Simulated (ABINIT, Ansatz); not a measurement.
# CdTe (F-43m): G0W0 with ABINIT, start to end

How does a plane-wave GW calculation on CdTe (F-43m) run from the first input to the gap?

Calculated with ABINIT 10.8.3; PBE and many-body steps on it, plane waves.

**The experiments to reproduce.**

- Gap 1.48 ± 0.02 eV: direct optical gap from Tauc analysis, 1.5 h deposition; UV-vis diffuse reflectance; film (electrodeposited 1.5 h on FTO, Te-rich) (“Electrodeposition of CdTe Thin Films for Solar Energy Water Splitting”, 2020, pmc:7177234).

- Gap 1.592 eV: near-band-edge L1 bound-exciton energy extrapolated to 0 K (Varshni), slightly below the true gap; temperature-dependent photoluminescence; 0 K; bulk crystal (vertical Bridgman single crystal) (“Photoluminescence characteristics of Cd1-xMnxTe single crystals grown by the vertical Bridgman method”, 2012, pmc:3275455).

- Gap 1.32 ± 0.02 eV: direct optical gap from Tauc analysis, 2.5 h deposition; UV-vis diffuse reflectance; film (electrodeposited 2.5 h on FTO, nearly stoichiometric) (“Electrodeposition of CdTe Thin Films for Solar Energy Water Splitting”, 2020, pmc:7177234).

**1. Set-up**

It takes space group F-43m (No. 216, cubic). Conventional cell: a = 6.480 Å, b = 6.480 Å, c = 6.480 Å, α = 90.00°, β = 90.00°, γ = 90.00°. Nearest to Cd lie 4 Te at 2.81 Å. Te has 4 Cd at 2.81 Å nearest. Farther neighbours, and contacts between anions beyond the nearest, are not listed.

Structure file:

```cif
data_structure
_symmetry_space_group_name_H-M 'P 1'
_symmetry_Int_Tables_number 1
_cell_length_a 4.5821
_cell_length_b 4.5821
_cell_length_c 4.5821
_cell_angle_alpha 60.000
_cell_angle_beta 60.000
_cell_angle_gamma 60.000
_cell_volume 68.02
loop_
_atom_site_label
_atom_site_type_symbol
_atom_site_fract_x
_atom_site_fract_y
_atom_site_fract_z
_atom_site_occupancy
Cd1 Cd 0.00000 0.00000 0.00000 1
Te2 Te 0.25000 0.25000 0.25000 1
```

The cell and positions come from the Crystallography Open Database and are kept as given unless a step says otherwise.

**2. Ground state**

This step: ABINIT 10.8.3; DFT, PBE, plane waves, norm-conserving pseudopotentials.

The ground-state density comes first.

Input file run.abi:

```
acell 3*1.0 Angstrom
rprim 
  0.000000000000 3.240000000000 3.240000000000
  3.240000000000 0.000000000000 3.240000000000
  3.240000000000 3.240000000000 0.000000000000
ntypat 2
znucl 48 52
natom 2
typat 1 2
xred 
  0.000000000000 0.000000000000 0.000000000000
  0.250000000000 0.250000000000 0.250000000000
pp_dirpath "pseudos"
pseudos "Cd.upf, Te.upf"
ecut 47
ngkpt 6 6 6
nshiftk 1
shiftk 0 0 0
kptopt 1
chksymbreak 0
nband 27
occopt 1
tolvrs 1e-10
nstep 60
prtwf 0
optforces 0
optstress 0
indata_prefix "in"
outdata_prefix "out"
tmpdata_prefix "tmp"
```

On the command line:

```bash
OMP_NUM_THREADS=1 mpirun -n 4 abinit run.abi > log
```

What it wrote:

```text
.Version 10.8.3 of ABINIT. v10.8.2 released Aug 2026.

 Symmetries : space group F-4 3 m (#216); Bravais cF (face-center cubic)
================================================================================
 Values of the parameters that define the memory need of the present run
     intxc =       0    ionmov =       0      iscf =       7    lmnmax =       8
     lnmax =       8     mgfft =      54  mpssoang =       4    mqgrid =    3001
     natom =       2  nloc_mem =       1    nspden =       1   nspinor =       1
    nsppol =       1      nsym =      24    n1xccc =    2501    ntypat =       2
    occopt =       1   xclevel =       2
-    mband =          27        mffmem =           1         mkmem =           4
       mpw =        7099          nfft =      157464          nkpt =          16
================================================================================
  Rough estimation (10% accuracy) of disk space for files :
================================================================================

--------------------------------------------------------------------------------
------------- Echo of variables that govern the present computation ------------
--------------------------------------------------------------------------------
 -outvars: echo values of preprocessed input variables --------
            acell      1.8897261259E+00  1.8897261259E+00  1.8897261259E+00 Bohr

      chksymbreak           0
             ecut      4.70000000E+01 Hartree
-          fftalg         312

              ixc     -101130
              kpt      0.00000000E+00  0.00000000E+00  0.00000000E+00
                       1.66666667E-01  0.00000000E+00  0.00000000E+00
                       3.33333333E-01  0.00000000E+00  0.00000000E+00
                       5.00000000E-01  0.00000000E+00  0.00000000E+00
                       1.66666667E-01  1.66666667E-01  0.00000000E+00
                       3.33333333E-01  1.66666667E-01  0.00000000E+00
                       5.00000000E-01  1.66666667E-01  0.00000000E+00
                      -3.33333333E-01  1.66666667E-01  0.00000000E+00
                      -1.66666667E-01  1.66666667E-01  0.00000000E+00
   [... 5 further rows ...]
                      -3.33333333E-01  3.33333333E-01  1.66666667E-01
                      -3.33333333E-01  5.00000000E-01  1.66666667E-01
         kptrlatt        6    0    0      0    6    0      0    0    6
          kptrlen      5.19529396E+01
P           mkmem           4
            natom           2
            nband          27
            ngfft          54      54      54
             nkpt          16
            nstep          60
             nsym          24
           ntypat           2
              occ      2.000000  2.000000  2.000000  2.000000  2.000000  2.000000
                       2.000000  2.000000  2.000000  2.000000  2.000000  2.000000
                       2.000000  2.000000  2.000000  2.000000  2.000000  2.000000
                       2.000000  2.000000  2.000000  2.000000  0.000000  0.000000
[...]
optforces           0
        optstress           0
            prtwf           0
            rprim      0.0000000000E+00  3.2400000000E+00  3.2400000000E+00
[...]
spgroup         216

           tolvrs      1.00000000E-10

             xred      0.0000000000E+00  0.0000000000E+00  0.0000000000E+00
[...]
znucl       48.00000   52.00000

================================================================================

 chkinp: Checking input parameters for consistency.

================================================================================
== DATASET  1 ==================================================================
-   mpi_nproc: 4, omp_nthreads: 1 (-1 if OMP is not activated)

--- !DatasetInfo
iteration_state: {dtset: 1, }
dimensions: {natom: 2, nkpt: 16, mband: 27, nsppol: 1, nspinor: 1, nspden: 1, mpw: 7099, }
cutoff_energies: {ecut:  47.0, pawecutdg:  -1.0, }
electrons: {nelect:   4.40000000E+01, charge:   0.00000000E+00, occopt:   1.00000000E+00, tsmear:   1.00000000E-02, }

 Real(R)+Recip(G) space primitive vectors, cartesian coordinates (Bohr,Bohr^-1):
 R(1)=  0.0000000  6.1227126  6.1227126  G(1)= -0.0816631  0.0816631  0.0816631
 R(2)=  6.1227126  0.0000000  6.1227126  G(2)=  0.0816631 -0.0816631  0.0816631
 R(3)=  6.1227126  6.1227126  0.0000000  G(3)=  0.0816631  0.0816631 -0.0816631
 Unit cell volume ucvol=  4.5905173E+02 bohr^3
 Angles (23,13,12)=  6.00000000E+01  6.00000000E+01  6.00000000E+01 degrees

 getcut: wavevector=  0.0000  0.0000  0.0000  ngfft=  54  54  54
         ecut(hartree)=     47.000   => boxcut(ratio)=   2.02148

--- Pseudopotential description ------------------------------------------------
- Cd Generated using ONCVPSP code by D. R. Hamann
- 48.00000  20.00000  171031                  znucl, zion, pspdat
12 -101130 2 -1 1368                          pspcod,pspxc,lmax,lloc,mmax
     nproj     2     2     2     0
  pspatm : epsatm=   19.67729986
         --- l  ekb(1:nproj) -->
[...]
pspatm: atomic psp has been read  and splines computed

- Te Generated using ONCVPSP code by D. R. Hamann
- 52.00000  24.00000  220131                  znucl, zion, pspdat
12 -101130 3 -1 1294                          pspcod,pspxc,lmax,lloc,mmax
     nproj     2     2     2     2
  pspatm : epsatm=   28.89495404
         --- l  ekb(1:nproj) -->
[...]
pspatm: atomic psp has been read  and splines computed

   2.13717917E+03                                ecore*ucvol(ha*bohr**3)
--------------------------------------------------------------------------------

_setup2: Arith. and geom. avg. npw (full set) are    7068.301    7068.284

================================================================================

--- !BeginCycle
iteration_state: {dtset: 1, }
solver: {iscf: 7, nstep: 60, nline: 4, wfoptalg: 0, }
tolerances: {tolvrs: 1.00E-10, }

     iter   Etot(hartree)      deltaE(h)  residm     vres2
 ETOT  1  -455.01451075098    -4.550E+02 5.250E-01 3.250E+02
 ETOT  2  -455.67603146776    -6.615E-01 1.543E-02 1.512E+02
 ETOT  3  -455.69372177424    -1.769E-02 7.941E-04 3.237E+00
 ETOT  4  -455.69383783588    -1.161E-04 1.955E-04 1.309E+00
 ETOT  5  -455.69391768050    -7.984E-05 9.521E-05 1.957E-01
 ETOT  6  -455.69394047356    -2.279E-05 6.636E-05 1.669E-02
 ETOT  7  -455.69394135313    -8.796E-07 4.673E-05 7.624E-04
 ETOT  8  -455.69394139116    -3.803E-08 3.583E-05 2.327E-05
 ETOT  9  -455.69394139298    -1.820E-09 2.608E-05 1.724E-06
 ETOT 10  -455.69394139315    -1.739E-10 2.059E-05 8.402E-08
 ETOT 11  -455.69394139315     6.082E-12 1.461E-05 2.478E-09
 ETOT 12  -455.69394139313     1.506E-11 1.183E-05 2.398E-11

 At SCF step   12       vres2   =  2.40E-11 < tolvrs=  1.00E-10 =>converged.

--- !ResultsGS
iteration_state: {dtset: 1, }
comment   : Summary of ground state results
lattice_vectors:
- [  0.0000000,   6.1227126,   6.1227126, ]
- [  6.1227126,   0.0000000,   6.1227126, ]
- [  6.1227126,   6.1227126,   0.0000000, ]
lattice_lengths: [   8.65882,    8.65882,    8.65882, ]
lattice_angles: [ 60.000,  60.000,  60.000, ] # degrees, (23, 13, 12)
lattice_volume:   4.5905173E+02
convergence: {deltae:  1.506E-11, res2:  2.398E-11, residm:  1.183E-05, diffor:  0.000E+00, }
etotal    :  -4.55693941E+02
entropy   :   0.00000000E+00
fermie    :   1.98221920E-01
cartesian_stress_tensor: null
pressure_GPa: null
xred      :
- [  0.0000E+00,   0.0000E+00,   0.0000E+00, Cd]
- [  2.5000E-01,   2.5000E-01,   2.5000E-01, Te]
cartesian_forces: null
force_length_stats: {min: null, max: null, mean: null, }

 Integrated electronic density in atomic spheres:
 ------------------------------------------------
 Atom  Sphere_radius  Integrated_density
    1        2.00000         17.16315695
    2        2.00000         19.94816551
================================================================================

 ----iterations are completed or convergence reached----

 Mean square residual over all n,k,spin=   27.379E-09; max=  11.825E-06
 reduced coordinates (array xred) for    2 atoms
       0.000000      0.000000      0.000000
       0.250000      0.250000      0.250000
 rms dE/dt=  0.0000E+00; max dE/dt=  0.0000E+00; dE/dt below (all hartree)
    1       0.000000      0.000000      0.000000
    2       0.000000      0.000000      0.000000

 cartesian coordinates (angstrom) at end:
    1      0.000000     0.000000     0.000000
    2      1.620000     1.620000     1.620000
 length scales=  1.889726  1.889726  1.889726 bohr
              =  1.000000  1.000000  1.000000 angstroms
 prteigrs : about to open file out_EIG
 Fermi (or HOMO) energy (hartree) =   0.19822   Average Vxc (hartree)=  -0.33179
 Eigenvalues (hartree) for nkpt=  16  k points:
 kpt#   1, nband= 27, wtk=  0.00463, kpt=  0.0000  0.0000  0.0000 (reduced coord)
  -5.63480   -3.79831   -3.79831   -3.79831   -3.55711   -2.12531   -2.12531   -2.12531
  -1.12571   -1.12571   -1.12571   -1.12542   -1.12542   -0.21246   -0.10626   -0.10626
  -0.10626   -0.09670   -0.09670    0.19822    0.19822    0.19822    0.22653    0.36807
   0.36807    0.36807    0.47246
 prteigrs : prtvol=0 or 1, do not print more k-points.

--- !EnergyTerms
iteration_state     : {dtset: 1, }
comment             : Components of total free energy in Hartree
kinetic             :  1.564656E+02
hartree             :  1.703106E+02
xc                  : -6.035471E+01
Ewald energy        : -2.141487E+02
psp_core            :  4.655639E+00
local_psp           : -5.086249E+02
non_local_psp       : -3.997385E+00
total_energy        : -4.556939E+02
total_energy_eV     : -1.240006E+04
band_energy         : -6.584216E+01

== END DATASET(S) ==============================================================
================================================================================

 -outvars: echo values of variables after computation  --------
           etotal     -4.5569394139E+02
            nband          27
             nkpt          16
          spgroup         216
 [... the other variables as echoed above ...]

 Calculation completed.
```

The job ended after 43 s (4 MPI ranks of Arm Neoverse V1, shared host; peak memory 0.42 GiB; 2.8 min of CPU time).

Numbers from this step:

* total energy: -12400.0638 eV
* gap: 0.7704 eV
* k of the valence top: 0, 0, 0
* k of the conduction bottom: 0, 0, 0
* least direct gap: 0.7704 eV

The gap is direct, at Γ.

(Continued in part 2 of 3.)

[Long decimals in the printed logs are rounded to 6 places.]

[Logs are printed without paths, hosts, clocks, repeated set-up lines and the standing remarks that a program may print on its own settings, such as how far it seeks lower states.]

[Paths, hosts, dates, memory and timing lines, banners, echoed tables and standing remarks are left out of the program output; an Ansatz launch command may be rebuilt from the run's recorded settings. Measured values are a selection of at most five: reports struck by readers or far from the other reports are left out. None is set beside runs whose start may be inverted or whose files or cutoffs have a known fault.]

[Runs of the session that timed out or met a known fault of the program may be left out.]

[Hosts, paths, dates, database ids (printed as entryN), source tags and the programs' standing remarks are cut or masked in the printed files.]

[G0W0 gaps are taken among the corrected bands and points alone; a level outside them can change the order at an edge.]

[Where Ansatz stands beside ABINIT at settings called matched, ABINIT's density can come from a denser mesh and the files from another edition; pairs whose starting gaps differed by over 0.03 eV were left out, so agreement reads better than it is.]
